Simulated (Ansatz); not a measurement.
**Kohn anomalies in CuPd (Pm-3m)**

Does CuPd (Pm-3m) have a Kohn anomaly or a soft branch that a wide smearing hides?

Method: DFT PBEsol, scalar-relativistic, plane waves, PAW, in Ansatz 0.2.0.

Most raw output is cut from this account.

**1. Set-up**

Symmetry: Pm-3m, No. 221, cubic system. Conventional cell: a = 2.988 Å, b = 2.988 Å, c = 2.988 Å, α = 90.00°, β = 90.00°, γ = 90.00°. Nearest to Cu lie 8 Pd at 2.59 Å. Pd has 8 Cu at 2.59 Å nearest. Farther neighbours are not listed.

**2. Relaxing cell and atoms**

The structure is brought to rest under this functional.

Contents of input.yaml:

```yaml
crystal:
  lattice:
    - [2.988, 0.0, 0.0]
    - [0.0, 2.988, 0.0]
    - [0.0, 0.0, 2.988]
  atoms:
    - { symbol: Cu, position: [0.0, 0.0, 0.0] }
    - { symbol: Pd, position: [0.5, 0.5, 0.5] }
kpoints:
  mp_grid: { grid: [10, 10, 10] }
hamiltonian:
  xc: pbesol
scf:
  occupations: { method: gaussian, width: 0.1 }
output:
  forces: true
  stress: true
  eigenvalues: true
  write_density: true
  write_potential: true
  elf: true
  volumetric_format: npy
relax:
  adjacent_minimum: "off"
  f_tol: 0.005
  max_steps: 80
  cell: { stress_tol: 0.05 }
```

Command:

```
$ ansatz run input.yaml --threads 4 --pin off --max-ram 8192MiB --backend cpu --events-out ev --progress --plain --runs-dir out
```

Wall time 2.6 s (4 threads of Arm Neoverse V2, shared host); peak memory 0.4 GiB.

Relaxation path:

| step | energy less that of the first step (eV) | largest force component (eV/Å) | pressure (GPa) | volume (Å³) |
| --- | --- | --- | --- | --- |
| 1 | 0.0000 | 0.0000 | -4.54 | 26.68 |
| 2 | -0.0104 | 0.0000 | 0.04 | 25.98 |
| 3 | -0.0100 | 0.0000 | 0.06 | 25.98 |
| 4 | -0.0100 | 0.0000 | 0.00 | 25.99 |
| 5 | -0.0100 | 0.0000 | 0.00 | 25.99 |

The log counts 2 steps on a newly chosen plane-wave basis, not all of them marked here; energy and pressure can jump at such steps.

| conventional cell, symmetrised | before | after | change |
| --- | --- | --- | --- |
| a (Å) | 2.988 | 2.962 | -0.9 % |
| b (Å) | 2.988 | 2.962 | -0.9 % |
| c (Å) | 2.988 | 2.962 | -0.9 % |
| volume (Å³/atom) | 13.34 | 12.99 | -2.6 % |

Final coordinates:

```xyz
2
Lattice="2.9620 0.0000 0.0000 0.0000 2.9620 0.0000 0.0000 0.0000 2.9620" Properties=species:S:1:pos:R:3 pbc="T T T"
Cu    0.0000    0.0000    0.0000
Pd    1.4810    1.4810    1.4810
```

Numbers from this step:

| Item | Value |
| --- | --- |
| pressure | -0.003233 GPa |
| volume per atom | 12.99 Å³ |
| metallic on mesh | yes |
| gap on the k-mesh | 0 eV |

ELF in the ac plane at fractional y = 0.000, with atoms of Cu within 0.2 Å of it. It is the smooth field of the valence electrons, not physical close to the nuclei.

Values, 15 rows by 15 columns:
```
0.86 0.74 0.45 0.25 0.19 0.15 0.17 0.20 0.20 0.17 0.15 0.19 0.25 0.45 0.74
0.54 0.45 0.29 0.20 0.17 0.16 0.19 0.21 0.21 0.19 0.16 0.17 0.20 0.29 0.45
0.27 0.25 0.20 0.17 0.16 0.18 0.21 0.22 0.22 0.21 0.18 0.16 0.17 0.20 0.25
0.19 0.19 0.17 0.16 0.17 0.20 0.22 0.22 0.22 0.22 0.20 0.17 0.16 0.17 0.19
0.15 0.15 0.16 0.18 0.20 0.22 0.22 0.22 0.22 0.22 0.22 0.20 0.18 0.16 0.15
0.17 0.17 0.19 0.21 0.22 0.22 0.21 0.21 0.21 0.21 0.22 0.22 0.21 0.19 0.17
0.20 0.20 0.21 0.22 0.22 0.22 0.21 0.20 0.20 0.21 0.22 0.22 0.22 0.21 0.20
0.20 0.20 0.21 0.22 0.22 0.22 0.21 0.20 0.20 0.21 0.22 0.22 0.22 0.21 0.20
0.17 0.17 0.19 0.21 0.22 0.22 0.21 0.21 0.21 0.21 0.22 0.22 0.21 0.19 0.17
0.15 0.15 0.16 0.18 0.20 0.22 0.22 0.22 0.22 0.22 0.22 0.20 0.18 0.16 0.15
0.19 0.19 0.17 0.16 0.17 0.20 0.22 0.22 0.22 0.22 0.20 0.17 0.16 0.17 0.19
0.27 0.25 0.20 0.17 0.16 0.18 0.21 0.22 0.22 0.21 0.18 0.16 0.17 0.20 0.25
0.54 0.45 0.29 0.20 0.17 0.16 0.19 0.21 0.21 0.19 0.16 0.17 0.20 0.29 0.45
0.86 0.74 0.45 0.25 0.19 0.15 0.17 0.20 0.20 0.17 0.15 0.19 0.25 0.45 0.74
0.93 0.86 0.54 0.27 0.19 0.15 0.17 0.20 0.20 0.17 0.15 0.19 0.27 0.54 0.86
```
Columns run along a (3.0 Å), rows up along c (3.0 Å). Atoms in or near the plane, at fractional coordinates: Cu at (0.00, 0.00).

Valence density in the ac plane at fractional y = 0.000, with atoms of Cu within 0.2 Å of it. It is the smooth field of the valence electrons, not physical close to the nuclei.

Ten steps, logarithmic in the rise over the least value, from '0' (0 e/Å³) to '9' (70 e/Å³):
```
986310000001368
664210000001246
432100000000123
111000000000011
000000000000000
000000000000000
000000000000000
000000000000000
000000000000000
000000000000000
111000000000011
432100000000123
664210000001246
986310000001368
996410000001469
```
Columns run along a (3.0 Å), rows up along c (3.0 Å). Atoms in or near the plane, at fractional coordinates: Cu at (0.00, 0.00).

Electrostatic potential energy in the ac plane at fractional y = 0.000, with atoms of Cu within 0.2 Å of it. With pseudopotentials it is smooth inside the atoms' cores, unlike the true potential.

Ten even steps from '0' (-36 eV) to '9' (21 eV):
```
000268999986200
001479999997410
224689999998642
667899999999876
889999999999998
999999999999999
999999999999999
999999999999999
999999999999999
889999999999998
667899999999876
224689999998642
001479999997410
000268999986200
000268999986200
```
Columns run along a (3.0 Å; values clipped at the 3rd and 97th percentile), rows up along c (3.0 Å). Atoms in or near the plane, at fractional coordinates: Cu at (0.00, 0.00).

The largest force is now zero by symmetry and the largest stress component 0.0032 GPa, small enough for phonons.

**3. Wavevectors along a line: Fermi–Dirac smearing of 0.1 eV**

The smearing blurs the Fermi surface that screens the phonons; a Fermi–Dirac width is an electronic temperature.

Contents of input.yaml:

```yaml
crystal:
  lattice:
    - [2.9620481756, 0.0, 0.0]
    - [0.0, 2.9620481756, 0.0]
    - [0.0, 0.0, 2.9620481756]
  atoms:
    - { symbol: Cu, position: [0.0, 0.0, 0.0] }
    - { symbol: Pd, position: [0.5, 0.5, 0.5] }
kpoints:
  mp_grid: { grid: [16, 16, 16] }
hamiltonian:
  xc: pbesol
scf:
  occupations: { method: fermi_dirac, width: 0.1 }
output:
  eigenvalues: true
phonons:
  method: dfpt
  qpoints:
    - [0, 0, 0]
    - [0.0, 0.0625, 0.0]
    - [0.0, 0.1875, 0.0]
    - [0.0, 0.3125, 0.0]
    - [0.0, 0.4375, 0.0]
```

It took 3.3 min on 4 threads; peak memory 2.2 GiB.

Each wavevector solved by linear response. Frequency against |q| along the line:

| \|q\| along the line (Å⁻¹) | mode 1 = mode 2 (cm⁻¹) | mode 3 (cm⁻¹) | mode 4 = mode 5 (cm⁻¹) | mode 6 (cm⁻¹) |
| --- | --- | --- | --- | --- |
| 0.000 | 0 | 0 | 224 | 224 |
| 0.133 | 22.4 | 30.4 | 223 | 224 |
| 0.398 | 65.6 | 86.5 | 216 | 223 |
| 0.663 | 104 | 134 | 204 | 215 |
| 0.928 | 132 | 168 | 191 | 201 |

**4. Wavevectors along a line: Fermi–Dirac smearing of 0.25 eV**

Edit input.yaml of step 3 so:

```diff
@@ -13,3 +13,3 @@
 scf:
-  occupations: { method: fermi_dirac, width: 0.1 }
+  occupations: { method: fermi_dirac, width: 0.25 }
 output:
```

Wider smearing eases the sum over k-points of a metal but moves the result away from its zero-temperature value.

Wall time 3.4 min (4 threads); peak memory 2.2 GiB; 13 min of CPU time.

Each wavevector solved by linear response. The frequency by |q| along the line:

| \|q\| along the line (Å⁻¹) | mode 1 = mode 2 (cm⁻¹) | mode 3 (cm⁻¹) | mode 4 = mode 5 (cm⁻¹) | mode 6 (cm⁻¹) |
| --- | --- | --- | --- | --- |
| 0.000 | 0 | 0 | 225 | 225 |
| 0.133 | 22.7 | 30.1 | 224 | 225 |
| 0.398 | 66.3 | 86.1 | 217 | 223 |
| 0.663 | 105 | 133 | 204 | 214 |
| 0.928 | 132 | 167 | 190 | 201 |

Against step 3 (now smearing width 0.25 eV), the free energy moves by -58.7 meV an atom.

**5. Wavevectors along a line: Fermi–Dirac smearing of 0.04 eV**

Each wavevector is solved by itself, so no interpolation smooths a dip of the branch.

Edit input.yaml of step 4 so:

```diff
@@ -13,3 +13,3 @@
 scf:
-  occupations: { method: fermi_dirac, width: 0.25 }
+  occupations: { method: fermi_dirac, width: 0.04 }
 output:
```

Narrower smearing comes nearer the zero-temperature value but asks more of the mesh.

It took 3.3 min on 4 threads; peak memory 2.2 GiB; 13 min of CPU time.

Each wavevector solved by linear response. The frequency by |q| along the line:

| \|q\| along the line (Å⁻¹) | mode 1 = mode 2 (cm⁻¹) | mode 3 (cm⁻¹) | mode 4 = mode 5 (cm⁻¹) | mode 6 (cm⁻¹) |
| --- | --- | --- | --- | --- |
| 0.000 | 0 | 0 | 223 | 223 |
| 0.133 | 22.0 | 30.5 | 222 | 223 |
| 0.398 | 65.3 | 86.8 | 216 | 223 |
| 0.663 | 104 | 134 | 204 | 216 |
| 0.928 | 132 | 169 | 191 | 202 |

Against step 3 (now smearing width 0.04 eV), the free energy moves by +10.2 meV an atom.

**6. Wavevectors along a line: Methfessel–Paxton smearing of 0.2 eV**

The smearing blurs the Fermi surface that screens the phonons; a Methfessel–Paxton width blurs it less than a thermal one.

Edit input.yaml of step 5 so:

```diff
@@ -13,3 +13,3 @@
 scf:
-  occupations: { method: fermi_dirac, width: 0.04 }
+  occupations: { method: methfessel_paxton, width: 0.2 }
 output:
```

Wall time 3.4 min (4 threads); peak memory 2.2 GiB.

Each wavevector solved by linear response. Frequency against |q| along the line:

| \|q\| along the line (Å⁻¹) | mode 1 = mode 2 (cm⁻¹) | mode 3 (cm⁻¹) | mode 4 = mode 5 (cm⁻¹) | mode 6 (cm⁻¹) |
| --- | --- | --- | --- | --- |
| 0.000 | 0 | 0 | 223 | 223 |
| 0.133 | 21.7 | 30.6 | 222 | 223 |
| 0.398 | 64.2 | 87.1 | 216 | 223 |
| 0.663 | 103 | 135 | 204 | 216 |
| 0.928 | 132 | 169 | 191 | 202 |

Against step 3 (now occupations Methfessel-Paxton and smearing width 0.2 eV), the free energy moves by +13.4 meV an atom.

**7. The lowest branch at each setting**

The lowest frequency by |q| along the line:

| \|q\| along the line (Å⁻¹) | fermi dirac 0.1 eV, k 16x16x16 (cm⁻¹) | fermi dirac 0.25 eV, k 16x16x16 (cm⁻¹) | fermi dirac 0.04 eV, k 16x16x16 (cm⁻¹) | methfessel paxton 0.2 eV, k 16x16x16 (cm⁻¹) |
| --- | --- | --- | --- | --- |
| 0.000 | 0 | 0 | 0 | 0 |
| 0.133 | 22.4 | 22.7 | 22.0 | 21.7 |
| 0.398 | 65.6 | 66.3 | 65.3 | 64.2 |
| 0.663 | 104 | 105 | 104 | 103 |
| 0.928 | 132 | 132 | 132 | 132 |

**8. Outcome**

```yaml
phonon_run_of_the_rows_without_a_label_of_their_own: PBEsol, k 16×16×16
lowest_branch_at_the_last_solved_point_fermi_dirac_0p1_ev: 132 cm⁻¹ at |q| = 0.928 Å⁻¹
lowest_branch_at_the_last_solved_point_fermi_dirac_0p25_ev: 132 cm⁻¹ at |q| = 0.928 Å⁻¹
lowest_branch_at_the_last_solved_point_fermi_dirac_0p04_ev: 132 cm⁻¹ at |q| = 0.928 Å⁻¹
lowest_branch_at_the_last_solved_point_methfessel_paxton_0p2_ev: 132 cm⁻¹ at |q| = 0.928 Å⁻¹
```

What this shows: No branch softens by more than 4 % of the top frequency as the smearing narrows, so no anomaly that hangs on the smearing shows at these points. The line holds 5 wavevectors, so a narrow dip between them would be missed. Between Fermi–Dirac 0.25 eV and Fermi–Dirac 0.04 eV the largest change, with modes counted by rank of frequency, is in mode 4 at |q| = 0 Å⁻¹, from 225 to 223 cm⁻¹; the branches hardly feel the smearing. Where branches cross, a count by rank can hide a softening. At the narrowest width the k mesh may not resolve the Fermi surface, so part of the change can be mesh noise.

[Logs are printed without paths, hosts, clocks, repeated set-up lines and the standing remarks that a program may print on its own settings, such as how far it seeks lower states.]

[Hosts, paths, dates, database ids (printed as entryN), source tags and the programs' standing remarks are cut or masked in the printed files.]
